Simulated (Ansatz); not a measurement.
# CeO2 (Fm-3m): a many-body input that goes wrong, and its mend

A first try at the G0W0 gap of CeO2 (Fm-3m), what the program said, and an input that works.

Method: G0W0 on PBE, plane waves, PAW; PAW set soft_1, in Ansatz 0.2.0.

In doubt: the elements are of a kind flagged for part-filled d or f shells, though by formal charges that shell is empty here, so the flag may not apply.

**1. Starting point**

Symmetry: Fm-3m, No. 225, cubic system. Conventional cell: a = 5.407 Å, b = 5.407 Å, c = 5.407 Å, α = 90.00°, β = 90.00°, γ = 90.00°. Ce has 8 O at 2.34 Å nearest. Nearest to O lie 4 Ce at 2.34 Å. Farther neighbours and most contacts between anions are not listed.

The cell and positions come from the Crystallography Open Database and are kept as given unless a step says otherwise. Spin-orbit coupling is left out unless a step names it.

**2. First try**

Contents of input.yaml:

```yaml
crystal:
  lattice:
    - [0.0, 2.70365, 2.70365]
    - [2.70365, 0.0, 2.70365]
    - [2.70365, 2.70365, 0.0]
  atoms:
    - { symbol: Ce, position: [0.0, 0.0, 0.0] }
    - { symbol: O, position: [0.25, 0.25, 0.25] }
    - { symbol: O, position: [0.75, 0.75, 0.75] }
kpoints:
  mp_grid: { grid: [4, 4, 4] }
hamiltonian:
  xc: pbe
  pseudopotentials: { kind: paw, azcp: { folder: soft_1 } }
scf:
  occupations: { method: fixed }
  max_iter: 5
gw:
  n_empty_bands: 41
  ecut_chi: 60
  qp_bands: [v2, c2]
  qp_kpoints: band_edges
  screening: { model: contour_deformation }
```

The run is started by

```bash
> ansatz run input.yaml --threads 3 --pin off --max-ram 92160MiB --backend cuda --events-out ev --progress --plain --runs-dir out --devices 1 --max-vram 13GiB
```

Numbers of over 12 decimals in the logs are rounded to 6 here.

What it wrote:

```text
GPUs: using 1 of 1 available (devices: 1).
Engine: ansatz 0.2.0, x86_64-unknown-linux-gnu
Pseudopotentials: kind: paw
Pseudopotential: Ce, paw, valence charge 12, recommended cutoff 420 eV (normal), soft_1/Ce.paw.azcp
Pseudopotential: O, paw, valence charge 6, recommended cutoff 420 eV (normal), soft_1/O.paw.azcp
Functional definition: PBE
  parameter kappa = 0.804
  parameter beta = 0.066725
  exchange = pbe_x(kappa = kappa, mu = beta*pi^2/3)
  correlation = pbe_c(beta = beta)
device memory: the entry about to start is reckoned to put 0.8 GiB on a device that reports 43.5 GiB free (of which the cap on the GPU budget leaves the run 13.0 GiB)
GPU FFT provider: cuFFT
GPU libraries: cuBLAS 13.8.2, cuFFT 12.4.0, cuSOLVER 12.3.4
Crystal: 3 atoms, lattice volume = 39.526 Å³
Basis set: ecut = 420 eV, 749 PW (Γ)
Bands: 16, of which v1, the nominal top of the filled ones, is band 12 counted from 1 (11 counted from 0)
Symmetry: 48 space group operations
Space group: Fm-3m (ITA 225), of the structure as read, at distance tolerance 3.4e-5 Å
k-points: 8 of 64
Non-local potential: Ce, projectors of the file, l = 0: 3, l = 1: 2, l = 2: 2, l = 3: 3
Non-local potential: O, projectors of the file, l = 0: 2, l = 1: 2, l = 2: 1
PAW form: soft (Blöchl's): semilocal exchange-correlation on the pseudo side does not see the compensation charge
PAW one-centre angular grid: Ce, 590 points (default); XC on 64 Gauss nodes
PAW one-centre angular grid: O, 110 points (default); XC on 64 Gauss nodes
Initial density: superposition of atomic densities (chi_scale 0.1, normalization cell, long waves kept (reshape's long-wave potential 0.00 eV rms))
Initial wavefunctions: pseudopotential atomic-orbital guess
GPU buffer pool allocated for 19683 grid points (all kernels)
GPU transforms: local potential and band sums: pruned to the plane-wave sphere, on 25×25×25
Functional: x = pbe(κ = 0.804, μ = 0.219515), c = pbe(β = 0.066725)
SCF iter   1: F=—  HF=-7716.062095 eV  |F-HF|=—  |Δ(HF+E_count)|=         —  Δρ=4.82e-2  dr2=6.40e-1  ethr=3.10e-3  ⟨swp⟩=3.1  Hψ=478  notcnv=0  defer=10
preconditioner: auto → none  [insulator: Δε(μ)=2.059 eV  Ē_g=10.310 eV  n_scr=14 (ndim 8)  ℏωp=27.7 eV  f_vac=0.000  ε∞_Penn≈8.2]
SCF iter   2: F=—  HF=-7715.994285 eV  |F-HF|=—  |Δ(HF+E_count)|=   6.78e-2  Δρ=2.18e-2  dr2=1.40e-1  ethr=2.67e-3  ⟨swp⟩=2.6  Hψ=236  notcnv=0  defer=2
SCF iter   3: F=—  HF=-7716.030184 eV  |F-HF|=—  |Δ(HF+E_count)|=   3.59e-2  Δρ=1.52e-2  dr2=1.13e-1  ethr=5.84e-4  ⟨swp⟩=4.4  Hψ=941  notcnv=0
SCF iter   4: F=—  HF=-7716.016120 eV  |F-HF|=—  |Δ(HF+E_count)|=   1.41e-2  Δρ=4.59e-3  dr2=7.10e-3  ethr=4.69e-4  ⟨swp⟩=4.2  Hψ=862  notcnv=0
SCF iter   5: F=—  HF=-7716.015957 eV  |F-HF|=—  |Δ(HF+E_count)|=   1.63e-4  Δρ=8.37e-4  dr2=1.09e-4  ethr=2.96e-5  ⟨swp⟩=3.0  Hψ=746  notcnv=0
Error: did not converge after 5 iterations: dr2 = 1.09e-4 (threshold 1.00e-7), under the density mixer `msr1`, which `scf.mixing.algorithm: auto` chose by the deck's other keys (type `scf.mixing.algorithm: msr1` to keep it); at k-index 5, counted from 0 in this SCF's own list of k-points, the highest band that the last eigensolve's fill by count filled, 10.844595 eV, and the lowest that it left empty, 12.919678 eV, l [...]
```

It took 8.6 s on 1 × NVIDIA H100 80GB HBM3 (shared by 6 runs) with 3 threads of AMD EPYC 7R13 (Zen 3), shared host; peak memory 0.86 GiB.

Reading the cycles: dr2 is the Hartree energy of the density residual (eV), the measure of convergence; HF is the Harris–Foulkes estimate of the energy, which meets the free energy F at convergence.

**Diagnosis.**

Residual by cycle:

cycle, log10 residual and a bar from the least value:
```
        1       -0.2 ##############################
        2       -0.9 #########################
        3       -0.9 ########################
        4       -2.1 ##############
        5       -4.0
```

The run stopped without converging, so none of its numbers is a property of the system.

After 5 cycles the residual stands at 1.1e-4. The cap of 5 cycles in the input ended the loop.

The program's message: “Error: did not converge after 5 iterations: dr2 = 1.09e-4 (threshold 1.00e-7), under the density mixer `msr1`, which `scf.mixing.algorithm: auto` chose by the deck's other keys (type `scf.mixing.algor …”

The fault: too few SCF iterations. The ground state must converge before anything is built on it.

**3. A better input**

Now the one-shot GW correction: screening in the RPA, then the self-energy of the levels asked for. This step takes PAW set soft_1 files.

Changes to input.yaml since step 2:

```diff
@@ -10,3 +10,3 @@
 kpoints:
-  mp_grid: { grid: [4, 4, 4] }
+  mp_grid: { grid: [6, 6, 6] }
 hamiltonian:
@@ -16,3 +16,2 @@
   occupations: { method: fixed }
-  max_iter: 5
 gw:
```

What it wrote:

```text
GPUs: using 1 of 1 available (devices: 1).
[...]
GPU FFT provider: cuFFT
GPU libraries: cuBLAS 13.8.2, cuFFT 12.4.0, cuSOLVER 12.3.4
Crystal: 3 atoms, lattice volume = 39.526 Å³
Basis set: ecut = 420 eV, 749 PW (Γ)
Bands: 16, of which v1, the nominal top of the filled ones, is band 12 counted from 1 (11 counted from 0)
[... 1 set-up line as in the run before ...]
[...]
k-points: 16 of 216
[...]
GPU buffer pool allocated for 19683 grid points (all kernels)
[...]
SCF iter   1: F=—  HF=-7716.061747 eV  |F-HF|=—  |Δ(HF+E_count)|=         —  Δρ=4.82e-2  dr2=6.40e-1  ethr=3.10e-3  ⟨swp⟩=4.0  Hψ=1022  notcnv=0  defer=17
[...]
SCF iter   8: F=-7716.016495 eV  HF=-7716.016495 eV  |F-HF|=2.28e-8  |Δ(HF+E_count)|=   1.15e-7  Δρ=7.72e-6  dr2=3.03e-8  ethr=4.17e-10  ⟨swp⟩=5.8  Hψ=998  notcnv=0
SCF 1 converged in 8 iterations: F = -7716.016495 eV  dr2 = 3.03e-8
[...]
3    11     10.0479   -25.9106     4.0276   -22.4116  0.6867    10.5691    10.5765  root
     3    12     10.0479   -25.9106     4.0276   -22.4116  0.6867    10.5691    10.5765  root
     3    13     12.8147   -23.1984   -11.0382   -36.6457  0.5938    15.6780    15.2238  root ?
     3    14     13.0016   -23.6853   -11.9768   -38.0850  0.5738    15.9168    15.4245  root ?
[...]
14    11      9.9870   -26.2997     4.2368   -22.6067  0.6850    10.5229    10.5309  root
    14    12     10.5871   -25.8841     4.6716   -21.5474  0.7007    10.9192    10.9221  root
    14    13     12.8772   -23.2100   -11.2243   -36.8264  0.5883    15.7221    15.2693  root ?
    14    14     13.0002   -23.7346   -11.8763   -38.0245  0.5748    15.9027    15.4138  root ?
    15    11     10.0783   -26.0712     4.5121   -22.0263  0.6844    10.5395    10.5456  root
    15    12     10.1820   -26.0898     4.5092   -22.0479  0.6862    10.6432    10.6492  root
    15    13     12.9046   -23.3733   -11.3506   -37.1234  0.5852    15.7606    15.3041  root ?
    15    14     12.9851   -23.8133   -11.7926   -38.0180  0.5758    15.8814    15.3973  root ?
[key lines of the parts left out:]
SCF converged after 8 iterations
Free energy (F): -7716.016495 eV
Fermi energy:    10.732522 eV
```

The job ended after 11 s (1 × NVIDIA H100 80GB HBM3 (shared by 6 runs) with 3 threads; peak memory 0.98 GiB).

Numbers from this step:

| Property | Result |
| --- | --- |
| bands summed | 53 |
| RPA ε∞ on this mesh (eigenvalues) | 7.657, 7.657, 7.657 |
| plane waves in the screening matrix | 51 |
| q-points in the mesh | 216 |
| G0W0 gap on the mesh | 3.971 eV |
| k of the valence top | 0, 0.1667, -0.1667 |
| k of the conduction bottom | 0, 0, -0.5 |
| starting gap on the mesh | 2.082 eV |
| Z at the valence top | 0.6925 |
| Z at the conduction bottom | 0.5938 |
| least direct G0W0 gap on the computed points | 4.091 eV |

The gap on the mesh goes from 2.08 eV to 3.97 eV, a correction of +1.89 eV, though a band edge has moved to another state. The program marks an edge row as in doubt.

**4. Results**

```yaml
first_try: not converged after 8.6 s
better_run: G0W0 gap on the mesh 3.97 eV (6×6×6 mesh, 41 empty bands, screening to 60 eV, PAW set soft_1 files)
```

**Reading.** The second run differs in: mesh and iteration cap. Bands and cutoff are finite, so the gap is not at the basis limit. The miss can reach some tenths of an eV and take either sign; the mesh is an error of its own. Empty 4f levels lie among the conduction bands. Their place in the start is unsure; it enters the screening, and the edge itself where they lie low. The runs have no spin polarisation. For a closed low-spin shell that is the natural state; where a d or f shell is open it is a constraint, and the gap is then not the crystal's own. The compound holds f electrons or empty f levels, where one-shot G0W0 is unsure. The many-body steps are scalar-relativistic: spin-orbit coupling is not in them. The program marks a band-edge row as in doubt, so the gap is less sure than its digits.

[Paths, hosts, dates, memory and timing lines, banners, echoed tables and standing remarks are left out of the program output.]

[Logs are printed without paths, hosts, clocks, repeated set-up lines and the standing remarks that a program may print on its own settings, such as how far it seeks lower states.]

[Runs of the session that timed out or met a known fault of the program may be left out.]

[Cells called generated may have been cut or substituted from an entry of the Crystallography Open Database or the Materials Project.]

[Hosts, paths, dates, database ids (printed as entryN), source tags and the programs' standing remarks are cut or masked in the printed files.]
